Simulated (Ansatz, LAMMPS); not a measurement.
# Static equation of state of glassy 80GeO2-20K2O (mol %) (105 atoms)

Density of this cell: 3.50 g/cm³. The cell holds 105 atoms: 28 Ge, 14 K and 63 O. Cell: a = 11.944 Å, b = 12.012 Å, c = 11.865 Å, α = 90.1°, β = 91.3°, γ = 88.2°. The starting structure: 105 atoms (28 Ge, 14 K, 63 O) placed at random at 3.46 g/cm³, melted at 4000 K for 10 ps at fixed volume with the Morse and Coulomb pair potential with partial charges (Pedone, Malavasi, Menziani, Cormack and Segre, J. Phys. Chem. B 110, 11780 (2006)). Quenched from 4000 K to 300 K at 10 K/ps and fixed volume, held 10 ps at zero pressure.

Calculated with Ansatz 0.2.0: Kohn-Sham DFT, PBE, PAW (set soft_2), plane waves; cutoff 420 eV, Γ point, fixed occupations. Cell and atoms were relaxed first, to V0 = 16.199 Å³ an atom at a residual P0 = -0.012 GPa. The cell was then scaled evenly, and the atoms were relaxed at each volume.

| volume (Å³/atom) | pressure (GPa) |
| --- | --- |
| 14.580 | 3.972 |
| 15.227 | ? |
| 15.713 | 0.7892 |
| 16.685 | -1.168 |
| 17.171 | -2.131 |

**Question.** Fit the third-order Birch–Murnaghan equation to the rows given and interpolate to the withheld row.

Worked fit:

Take the Eulerian strain f = ½[(V0/V)^(2/3) − 1] and the normalised pressure F = (P − P0) / [3f(1 + 2f)^(5/2)]. The third-order Birch–Murnaghan equation is then the line F = B0 + (3/2)B0(B′ − 4) f, so u = f and v = F.

```
      u = f  v = F (GPa)
  0.0363828      30.6221
  0.0102567      24.7339
-0.00975653      41.4955
 -0.0190507      40.8668
```

With n = 4: mean u = 0.00445808, mean v = 34.4296, Σ(u − ū)² = 0.0018075, Σ(u − ū)(v − v̄) = -0.42954. Slope b = -0.42954 / 0.0018075 = -237.64; intercept a = v̄ − b ū = 35.489.

So B0 = a = 35.5 GPa and B′ = 4 + 2b/(3a) = -0.464. At the withheld volume f = 0.02106, F = a + b f = 30.49 GPa, and P = P0 + 3f(1 + 2f)^(5/2) F.

Prediction at 15.227: 2.123 GPa. The run gave 2.024 GPa, so the fit is high by 0.100 GPa (4.9 % of the value).

The series isn't one smooth equation of state: even a line fitted to all rows, the withheld one included, misses F by up to 32.4 %, the count of bonds changes along the series, an atom moves over 0.5 Å in some relaxation and a scaled cell ends below the relaxed one in energy. B0 and B′ are then only the numbers of this fit, not moduli of the material. Among the rows given, the largest miss of the fit is at 14.580, by 0.49 GPa (8.1 % of the range of the table).

Limits: Static cells at zero temperature; the cell shape is held. The program notes that the SCF threshold of these relaxations is loose for the stress. The quench rate of 10 K/ps is many orders above laboratory rates, so the cell is likely richer in defects and strain than a real sample. The network of bonds at the start is that of the classical potential that made the cell, and needn't be the one that DFT or experiment would give. Only the Γ point is sampled, in a cell whose shortest periodic width is 12 Å.

[Logs are printed without paths, hosts, clocks, repeated set-up lines and the standing remarks that a program may print on its own settings, such as how far it seeks lower states.]

[Hosts, paths, dates, database ids (printed as entryN), source tags and the programs' standing remarks are cut or masked in the printed files.]
